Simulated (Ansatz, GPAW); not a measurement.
# Ballistic transport through methylbenzenedithiol between two Pd chains, from relaxation to T(E), part 2 of 3

How well does methylbenzenedithiol between two Pd chains conduct once its atoms have relaxed, and how much do cheaper levels lose?

GPAW 26.7.0 and Ansatz 0.2.0; Ansatz plane waves; relaxation of the junction with the lead ends held; PAW set soft_1 (the session's first sound run).

So far. Step 2 (Relaxing the atoms): The relaxation lowered the energy of the cell by 1.39 eV.

## 3. Plane-wave reference (PBE)

Plane waves give the reference curve, free of the bias of atom-centred orbitals.

This step: Ansatz plane waves; Landauer transmission by layers, zero bias; PAW set soft_1 (Ansatz 0.2.0).

input.yaml

```yaml
crystal:
  lattice:
    - [16.6150897478, 0.0, 0.0]
    - [0.0, 11.4200692304, 0.0]
    - [0.0, 0.0, 45.4945122341]
  atoms:
    - { symbol: Pd, position: [0.5, 0.5, 0.0274758413] }
    - { symbol: Pd, position: [0.5, 0.5, 0.082427524] }
    - { symbol: Pd, position: [0.5, 0.5, 0.1373792067] }
    - { symbol: Pd, position: [0.5, 0.5, 0.1923308894] }
    - { symbol: Pd, position: [0.5, 0.5, 0.2472825721] }
    - { symbol: Pd, position: [0.5, 0.5, 0.3022342547] }
    - { symbol: Pd, position: [0.5512145801, 0.4574717059, 0.3526566221] }
    - { symbol: Pd, position: [0.4941485593, 0.5041436476, 0.404229599] }
    - { symbol: S, position: [0.5949475129, 0.4422566761, 0.4311510912] }
    - { symbol: C, position: [0.5847211299, 0.4489535962, 0.4690421555] }
    - { symbol: H, position: [0.4631635768, 0.5170820761, 0.4739883458] }
    - { symbol: H, position: [0.7058402992, 0.3808240762, 0.4725806363] }
    - { symbol: C, position: [0.5169339135, 0.4872144943, 0.4855067428] }
    - { symbol: C, position: [0.6534487088, 0.4104037679, 0.4850107707] }
    - { symbol: C, position: [0.5189873431, 0.4864601922, 0.5158722371] }
    - { symbol: C, position: [0.6569634157, 0.4088986366, 0.5153766749] }
    - { symbol: H, position: [0.777576097, 0.340829652, 0.5143013876] }
    - { symbol: H, position: [0.4665624269, 0.5160003505, 0.5282705982] }
    - { symbol: C, position: [0.5878789426, 0.44788244, 0.5317924822] }
    - { symbol: C, position: [0.7320765796, 0.3671581728, 0.5304793753] }
    - { symbol: H, position: [0.7195280998, 0.2921127934, 0.5449262313] }
    - { symbol: H, position: [0.757828876, 0.4360116728, 0.5445315174] }
    - { symbol: S, position: [0.5966326522, 0.4435182823, 0.5697435231] }
    - { symbol: Pd, position: [0.4937081147, 0.5057125391, 0.595664905] }
    - { symbol: Pd, position: [0.5513328535, 0.4603994763, 0.6472306064] }
    - { symbol: Pd, position: [0.5, 0.5, 0.6977657453] }
    - { symbol: Pd, position: [0.5, 0.5, 0.7527174279] }
    - { symbol: Pd, position: [0.5, 0.5, 0.8076691106] }
    - { symbol: Pd, position: [0.5, 0.5, 0.8626207933] }
    - { symbol: Pd, position: [0.5, 0.5, 0.917572476] }
    - { symbol: Pd, position: [0.5, 0.5, 0.9725241587] }
kpoints:
  mp_grid: { grid: [1, 1, 2] }
hamiltonian:
  xc: pbe
  pseudopotentials: { kind: paw, azcp: { folder: soft_1 } }
scf:
  occupations: { method: fermi_dirac, width: 0.1 }
output:
  transmission:
    leads: [[0, 1]]
    e_range: [-2, 2]
    de: 0.025
    kmesh: [1, 1]
    reduced_basis: true
  write_potential: true
  write_density: true
  volumetric_format: npy
```

Launch:

```console
ansatz run input.yaml --threads 4 --pin off --max-ram 8192MiB --backend cpu --events-out ev --progress --plain --runs-dir out
```

Numbers of over 12 decimals in the logs are rounded to 6 here.

Log:

```text
Engine: ansatz 0.2.0, aarch64-unknown-linux-gnu
Pseudopotentials: kind: paw
Pseudopotential: Pd, paw, valence charge 18, recommended cutoff 420 eV (normal), soft_1/Pd.paw.azcp
Pseudopotential: S, paw, valence charge 6, recommended cutoff 420 eV (normal), soft_1/S.paw.azcp
Pseudopotential: C, paw, valence charge 4, recommended cutoff 420 eV (normal), soft_1/C.paw.azcp
Pseudopotential: H, paw, valence charge 1, recommended cutoff 420 eV (normal), soft_1/H.paw.azcp
Functional definition: PBE
  parameter kappa = 0.804
  parameter beta = 0.066725
  exchange = pbe_x(kappa = kappa, mu = beta*pi^2/3)
  correlation = pbe_c(beta = beta)
Error: memory limit exceeded: the `transmission` phase of `transmission` needs 11.07 GiB against the run's memory maximum of 8.00 GiB; largest carriers: transmission 9.80 GiB, source scf tables 0.89 GiB, unmodelled-tail allowance 0.36 GiB, source scf state 0.02 GiB; the layers of output.transmission grow with the square of the cell's cross-section: a lower cutoff or a narrower output.transmission.e_range takes less, and so, most of all in a narrow cell, does a wider de; where no e_range is typed, a fill by count is planned with a gap of 40 thermal energies
with nothing else changed it takes a maximum of at least 11.08 GiB, with nothing to spare, and 12.18 GiB leaves up to a tenth: --max-ram 12.18GiB where that set the maximum, else more of the term that did, and with no share typed, where 12.18 GiB is over 0.88 of the host's memory or its container's limit, a share of 0.88 or more that holds the maximum too (--max-ram-frac F), where one does; The budget is ten eleventh [...]
`transmission` follows the SCF: where the deck gives it k-points, a mesh or a band count of its own, those are what to reduce (not on a resume, whose deck is fixed)
```

It took 2.8 s on 4 threads of Arm Neoverse V2, shared host; peak memory 0.59 GiB.

The program refused the input before any cycle.

The program's message: “Error: memory limit exceeded: the `transmission` phase of `transmission` needs 11.07 GiB against the run's memory maximum of 8.00 GiB; largest carriers: transmission 9.80 GiB, source scf tables 0.89 G …”

## 4. GPAW, dzp

The script solves lead and junction separately, takes H and S in the orbital basis, and joins semi-infinite leads through their self-energies; the dzp basis is the working standard.

This step: GPAW LCAO, PAW setups; Landauer transmission from Green's functions with principal layers (ASE), zero bias (GPAW 26.7.0).

run.py

```python
import json
import numpy as np
from ase import Atoms
from ase.transport.calculators import TransportCalculator
from gpaw import GPAW, FermiDirac
from gpaw.lcao.tools import get_lcao_hamiltonian
from scipy.linalg import eigh

# The junction with lead layers at both ends, along the third cell vector
device = Atoms(
    ['Pd', 'Pd', 'Pd', 'Pd', 'Pd', 'Pd', 'Pd', 'Pd', 'S', 'C', 'H', 'H', 'C', 'C', 'C', 'C', 'H', 'H', 'C', 'C', 'H', 'H', 'S', 'Pd', 'Pd', 'Pd', 'Pd', 'Pd', 'Pd', 'Pd', 'Pd'],
    positions=[
        [8.30754, 5.71003, 1.25000],
        [8.30754, 5.71003, 3.75000],
        [8.30754, 5.71003, 6.25000],
        [8.30754, 5.71003, 8.75000],
        [8.30754, 5.71003, 11.25000],
        [8.30754, 5.71003, 13.75000],
        [9.15848, 5.22436, 16.04394],
        [8.21032, 5.75736, 18.39023],
        [9.88511, 5.05060, 19.61501],
        [9.71519, 5.12708, 21.33884],
        [7.69550, 5.90511, 21.56387],
        [11.72760, 4.34904, 21.49983],
        [8.58890, 5.56402, 22.08789],
        [10.85711, 4.68684, 22.06533],
        [8.62302, 5.55541, 23.46936],
        [10.91551, 4.66965, 23.44681],
        [12.91950, 3.89230, 23.39789],
        [7.75198, 5.89276, 24.03341],
        [9.76766, 5.11485, 24.19364],
        [12.16352, 4.19297, 24.13390],
        [11.95502, 3.33595, 24.79115],
        [12.59139, 4.97928, 24.77320],
        [9.91311, 5.06501, 25.92020],
        [8.20300, 5.77527, 27.09948],
        [9.16044, 5.25779, 29.44544],
        [8.30754, 5.71003, 31.74451],
        [8.30754, 5.71003, 34.24451],
        [8.30754, 5.71003, 36.74451],
        [8.30754, 5.71003, 39.24451],
        [8.30754, 5.71003, 41.74451],
        [8.30754, 5.71003, 44.24451]],
    cell=[[16.61509, 0.0, 0.0], [0.0, 11.42007, 0.0], [0.0, 0.0, 45.49451]],
    pbc=True)

# One principal layer of the lead: the first 5 atoms of the device
lead = Atoms(
    ['Pd', 'Pd', 'Pd', 'Pd', 'Pd'],
    positions=[
        [8.30754, 5.71003, 1.25000],
        [8.30754, 5.71003, 3.75000],
        [8.30754, 5.71003, 6.25000],
        [8.30754, 5.71003, 8.75000],
        [8.30754, 5.71003, 11.25000]],
    cell=[[16.61509, 0.0, 0.0], [0.0, 11.42007, 0.0], [0.0, 0.0, 12.5]],
    pbc=True)

settings = dict(mode='lcao', basis='dzp', xc='PBE', h=0.2,
                occupations=FermiDirac(0.1), maxiter=250,
                mixer=dict(beta=0.1, nmaxold=8, weight=100.0),
                convergence=dict(density=0.0001))
energies = np.arange(-2, 2 + 1e-9, 0.025)
eta = 0.0001
n1, n2 = 1, 1
# k and -k transmit alike, so half of the mesh across the current serves
mesh = [(i, j) for i in range(n1) for j in range(n2) if (i, j) <= (-i % n1, -j % n2)]
weights = np.array([1 if (i, j) == (-i % n1, -j % n2) else 2 for i, j in mesh]) / (n1 * n2)

# [... helper functions left out ...]
fermi_lead = ground_state(lead, (1, 1, 9), 'lead.txt')
fermi_device = ground_state(device, (1, 1, 2), 'device.txt')
# [... loop over the mesh left out, but for ...]
        # Shift the lead onto the potential of the device's first layer
        shift = ((H[:, 0, 0] - H0[:, 0, 0]) / S0[0, 0]).real.mean()
# [...]
kT = 8.617333e-5 * 300
bias = [0.1, 0.2, 0.5, 1.0, 1.5, 2.0]
# [... integrals and printing left out ...]
```

Launch:

```console
OMP_NUM_THREADS=1 OPENBLAS_NUM_THREADS=1 python run.py
```

Log:

```text
basis functions: device 579, principal layer 135
Fermi level: lead -4.6202 eV, device -4.3871 eV; lead shifted by -0.0046 eV
largest coupling past the next layer 1.07e-04 eV, largest misfit of the first layer 0.039 eV
  E-E_F (eV)   T (one spin)  [channel counts left out]
    -2.000    4.0813e-03
    -1.975    5.2444e-03
    -1.950    6.8147e-03
    -1.925    9.1840e-03
    -1.900    1.3674e-02
    -1.875    3.0107e-02
    -1.850    7.5633e-02
    -1.825    5.7587e-03
    -1.800    9.7900e-03
    -1.775    1.3644e-02
    -1.750    1.7310e-02
    -1.725    2.0706e-02
    -1.700    2.3567e-02
    -1.675    2.5564e-02
    -1.650    2.6444e-02
    -1.625    2.6064e-02
[...]
1.825    1.1109e-03
     1.850    1.1174e-03
     1.875    1.1232e-03
     1.900    1.1278e-03
     1.925    1.1306e-03
     1.950    1.1306e-03
     1.975    1.1269e-03
     2.000    1.1179e-03
conductance at 300 K: 0.060557 G0 a cell; thermopower -120.5 uV/K
current from the zero-bias T(E) at 0.1 V: 0.53527 uA
current from the zero-bias T(E) at 0.2 V: 1.2653 uA
current from the zero-bias T(E) at 0.5 V: 2.0922 uA
current from the zero-bias T(E) at 1.0 V: 5.1727 uA
current from the zero-bias T(E) at 1.5 V: 7.6397 uA
current from the zero-bias T(E) at 2.0 V: 10.942 uA
```

The job ended after 8.5 min (1 thread; peak memory 3.2 GiB).

This step gave:

* conductance: 0.06056 G₀
* largest coupling past the next principal layer: 1.07e-4 eV
* largest misfit of the first principal layer: 0.03887 eV
* shift that aligns the lead: -0.004591 eV
* basis functions of the junction: 579
* basis functions of a principal layer: 135
* transmission at the Fermi level (one spin): 0.03498

One spin. Transmission, zone mean against energy, zero at the Fermi level:

energy (eV), log10 transmission, zone mean and a bar from the least value:
```
   -2.000       -2.4 ######
   -1.800       -2.0 ##########
   -1.600       -1.6 ##############
   -1.400       -2.2 #########
   -1.200       -2.8 ##
   -1.000       -3.0 
   -0.825        0.0 ##############################
   -0.800       -0.4 ##########################
   -0.600       -0.9 #####################
   -0.400       -0.3 ###########################
   -0.200       -1.7 #############
    0.000       -1.5 ################
    0.100       -0.3 ###########################
    0.200       -2.4 #######
    0.400       -2.6 ####
    0.600       -2.7 ###
    0.800       -2.8 ##
    1.000       -2.9 ##
    1.200       -2.9 #
    1.400       -3.0 #
    1.600       -3.0 #
    1.800       -3.0 #
    2.000       -3.0 #
```

Not self-consistent under bias; the bias window is split evenly. Current through one cell, from the zero-bias transmission against bias:

```
bias (V)  current through one cell, from the zero-bias transmission (μA)
   0.100                                                           0.535
   0.200                                                            1.27
   0.500                                                            2.09
   1.000                                                            5.17
   1.500                                                            7.64
   2.000                                                            10.9
```

The transmission of the three most open eigenchannels by energy, zero at the Fermi level:

```
energy (eV)  channel 1  channel 2  channel 3
     -2.000    0.00374     3.2e-4     2.2e-5
     -1.800    0.00974     4.7e-5     7.2e-6
     -1.600     0.0244     2.7e-4     3.2e-6
     -1.400    0.00618     6.6e-4     2.2e-6
     -1.200    0.00125     3.3e-4     4.2e-7
     -1.000     6.2e-4     2.4e-4     5.0e-5
     -0.800      0.375     0.0412     1.1e-5
     -0.600     0.0714     0.0552     4.0e-5
     -0.400      0.524    0.00313     2.8e-5
     -0.200     0.0110    0.00785     2.5e-4
      0.000     0.0284    0.00655     5.1e-5
      0.200    0.00435    4.7e-10          0
      0.400    0.00258    4.8e-10          0
      0.600    0.00196    4.9e-10          0
      0.800    0.00162    4.9e-10          0
      1.000    0.00138    5.0e-10          0
      1.200    0.00120    5.0e-10          0
      1.400    0.00110    5.0e-10          0
      1.600    0.00107    4.9e-10          0
      1.800    0.00110    4.7e-10          0
      2.000    0.00112    4.2e-10          0
```

Couplings past the next layer reach 1.1e-4 eV, small enough to drop; the matrix elements of the cell's first layer differ from the bulk lead's by up to 0.039 eV. That layer keeps its own values in the calculation, and only beyond it is the lead taken as perfect. The Fermi levels of lead and junction count from different zeros of potential, one for each periodic cell; with both set to zero, the small remaining shift is what aligns them. By hand: G = 0.06056 × 77.48 μS = 4.69 μS, a resistance of 213 kΩ; at 0.1 V a linear junction would pass 0.469 μA, and the integral over the bias window gives 0.535 μA.

## 5. Single-zeta polarised basis

The second zeta is dropped, the polarisation orbitals stay.

run.py: that of step 4 with these lines changed.

```diff
@@ -58,3 +58,3 @@
 
-settings = dict(mode='lcao', basis='dzp', xc='PBE', h=0.2,
+settings = dict(mode='lcao', basis='szp(dzp)', xc='PBE', h=0.2,
                 occupations=FermiDirac(0.1), maxiter=250,
```

Log:

```text
basis functions: device 345, principal layer 75
Fermi level: lead -4.7789 eV, device -4.7191 eV; lead shifted by 0.0009 eV
largest coupling past the next layer 1.09e-04 eV, largest misfit of the first layer 0.032 eV
  E-E_F (eV)   T (one spin)  [channel counts left out]
    -2.000    1.3912e-01
    -1.975    3.7526e-02
    -1.950    6.1245e-03
    -1.925    3.7407e-03
    -1.900    3.8683e-03
    -1.875    4.7059e-03
    -1.850    5.9083e-03
    -1.825    7.3414e-03
    -1.800    8.8757e-03
    -1.775    1.0340e-02
    -1.750    1.1530e-02
    -1.725    1.2266e-02
    -1.700    1.2445e-02
    -1.675    1.2079e-02
    -1.650    1.1274e-02
    -1.625    1.0176e-02
[...]
1.825    9.5857e-04
     1.850    9.6191e-04
     1.875    9.6636e-04
     1.900    9.7197e-04
     1.925    9.7875e-04
     1.950    9.8675e-04
     1.975    9.9599e-04
     2.000    1.0065e-03
conductance at 300 K: 0.032742 G0 a cell; thermopower 21.29 uV/K
current from the zero-bias T(E) at 0.1 V: 0.23741 uA
current from the zero-bias T(E) at 0.2 V: 0.41765 uA
current from the zero-bias T(E) at 0.5 V: 0.83493 uA
current from the zero-bias T(E) at 1.0 V: 3.0551 uA
current from the zero-bias T(E) at 1.5 V: 5.701 uA
current from the zero-bias T(E) at 2.0 V: 9.2177 uA
```

It took 5.5 min on 1 thread; peak memory 3.1 GiB.

This step gave:

| Quantity | Value |
| --- | --- |
| conductance | 0.03274 G₀ |
| largest coupling past the next principal layer | 1.09e-4 eV |
| largest misfit of the first principal layer | 0.03154 eV |
| shift that aligns the lead | 9.14e-4 eV |
| basis functions of the junction | 345 |
| basis functions of a principal layer | 75 |
| transmission at the Fermi level (one spin) | 0.03972 |

One spin. The transmission, zone mean by energy, zero at the Fermi level:

```
energy (eV)  transmission, zone mean
     -2.000                    0.139
     -1.800                  0.00888
     -1.600                  0.00895
     -1.400                  0.00218
     -1.200                   4.3e-4
     -1.000                  0.00409
     -0.875                    0.929
     -0.800                    0.117
     -0.600                   0.0560
     -0.500                    0.433
     -0.400                   0.0573
     -0.200                   0.0314
      0.000                   0.0397
      0.200                  0.00345
      0.400                  0.00220
      0.600                  0.00177
      0.800                  0.00151
      1.000                  0.00132
      1.200                  0.00116
      1.400                  0.00105
      1.600                   9.7e-4
      1.800                   9.6e-4
      2.000                  0.00101
```

Not self-consistent under bias; the bias window is split evenly. The current through one cell, from the zero-bias transmission by bias:

```
bias (V)  current through one cell, from the zero-bias transmission (μA)
   0.100                                                           0.237
   0.200                                                           0.418
   0.500                                                           0.835
   1.000                                                            3.06
   1.500                                                            5.70
   2.000                                                            9.22
```

The transmission of the three most open eigenchannels by energy, zero at the Fermi level:

```
energy (eV)  channel 1  channel 2  channel 3
     -2.000      0.138    0.00103     8.4e-5
     -1.800    0.00881     4.8e-5     2.0e-5
     -1.600    0.00878     1.6e-4     6.3e-6
     -1.400    0.00193     2.4e-4     2.4e-6
     -1.200     3.8e-4     4.7e-5     8.0e-9
     -1.000    0.00341     6.7e-4     2.8e-6
     -0.800      0.100     0.0168     7.2e-6
     -0.600     0.0389     0.0171     3.2e-8
     -0.400     0.0401     0.0173     1.0e-7
     -0.200     0.0248    0.00656     3.0e-5
      0.000     0.0281     0.0116     1.6e-5
      0.200    0.00345    5.8e-12          0
      0.400    0.00220    5.3e-12          0
      0.600    0.00177    5.0e-12          0
      0.800    0.00151    4.7e-12          0
      1.000    0.00132    4.4e-12          0
      1.200    0.00116    4.2e-12          0
      1.400    0.00105    4.1e-12          0
      1.600     9.7e-4    3.9e-12          0
      1.800     9.6e-4    3.6e-12          0
      2.000    0.00101    3.1e-12          0
```

The conductance, 0.0327 G₀, lies 46 % below that of the dzp run.

## 6. GPAW, sz: basis = "sz(dzp)"

The minimal basis is the cheapest rung: no second zeta and no polarisation.

run.py: that of step 5 with these lines changed.

```diff
@@ -58,3 +58,3 @@
 
-settings = dict(mode='lcao', basis='szp(dzp)', xc='PBE', h=0.2,
+settings = dict(mode='lcao', basis='sz(dzp)', xc='PBE', h=0.2,
                 occupations=FermiDirac(0.1), maxiter=250,
```

Log:

```text
basis functions: device 234, principal layer 60
Fermi level: lead -4.8063 eV, device -4.7915 eV; lead shifted by 0.0010 eV
largest coupling past the next layer 1.08e-04 eV, largest misfit of the first layer 0.028 eV
  E-E_F (eV)   T (one spin)  channels
    -2.000    1.8067e-02    3.0000
    -1.975    3.9726e-02    3.0000
    -1.950    2.6730e-03    3.0000
[...]
1.975    1.3938e-03    1.0000
     2.000    1.4180e-03    1.0000
conductance at 300 K: 0.088381 G0 a cell; thermopower -35.9 uV/K
current from the zero-bias T(E) at 0.1 V: 0.6088 uA
current from the zero-bias T(E) at 0.2 V: 0.9321 uA
current from the zero-bias T(E) at 0.5 V: 1.3199 uA
current from the zero-bias T(E) at 1.0 V: 3.6385 uA
current from the zero-bias T(E) at 1.5 V: 5.9871 uA
current from the zero-bias T(E) at 2.0 V: 9.302 uA
```

Wall time 4.1 min (1 thread); peak memory 3 GiB.

Numbers from this step:

| Property | Result |
| --- | --- |
| conductance | 0.08838 G₀ |
| largest coupling past the next principal layer | 1.08e-4 eV |
| largest misfit of the first principal layer | 0.02778 eV |
| shift that aligns the lead | 9.76e-4 eV |
| basis functions of the junction | 234 |
| basis functions of a principal layer | 60 |
| transmission at the Fermi level (one spin) | 0.06951 |
| open channels of the lead at the Fermi level (one spin) | 4 |

The conductance, 0.0884 G₀, lies 46 % above that of the dzp run. At 0.025 eV T drops to or jumps from 0.396 where the lead's channel count changes: a band edge of the lead lies in the thermal window, and enters the average.

[end of part 2 of 3]

[Logs are printed without paths, hosts, clocks, repeated set-up lines and the standing remarks that a program may print on its own settings, such as how far it seeks lower states.]

[Hosts, paths, dates, database ids (printed as entryN), source tags and the programs' standing remarks are cut or masked in the printed files.]
